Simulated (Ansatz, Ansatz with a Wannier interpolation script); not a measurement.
Rows from a G0W0 calculation on As (buckled honeycomb monolayer) (Ansatz 0.2.0; G0W0 on PBEsol, plane waves, PAW; 12×12×1 mesh, 459 empty bands, screening to 80 eV), in eV. Spin-orbit coupling is left out.

```
row                      k  band   start       Σx  Σc at the solution      Vxc
  A  (0.000, 0.333, 0.000)    c2  -1.542   -7.236              -3.842  -11.601
  B                      Γ    v1  -5.304  -16.269               0.569  -15.221
  C                      Γ    c1  -3.217  -10.066              -3.345  -14.148
  D  (0.000, 0.333, 0.000)    v1  -6.190  -15.342               1.246  -13.474
  E                      Γ    c2  -1.761   -9.820              -3.906  -14.393
  F  (0.000, 0.333, 0.000)    c1  -3.819   -8.388              -3.003  -11.904
```

**Question.** Give the quasiparticle energies and the shift of each level.

The quasiparticle equation reads E = start + Σx + Σc(E) − Vxc.

```
row  E (eV)  shift (eV)
  A  -1.020      +0.522
  B  -5.783      −0.479
  C  -2.480      +0.737
  D  -6.812      −0.622
  E  -1.093      +0.668
  F  -3.306      +0.513
```

Limits: not at the basis limit; no spin-orbit coupling.

[Paths, hosts, dates, memory and timing lines, banners, echoed tables and standing remarks are left out of the program output.]

[Logs are printed without paths, hosts, clocks, repeated set-up lines and the standing remarks that a program may print on its own settings, such as how far it seeks lower states.]

[Runs of the session that timed out or met a known fault of the program may be left out.]

[Hosts, paths, dates, database ids (printed as entryN), source tags and the programs' standing remarks are cut or masked in the printed files.]
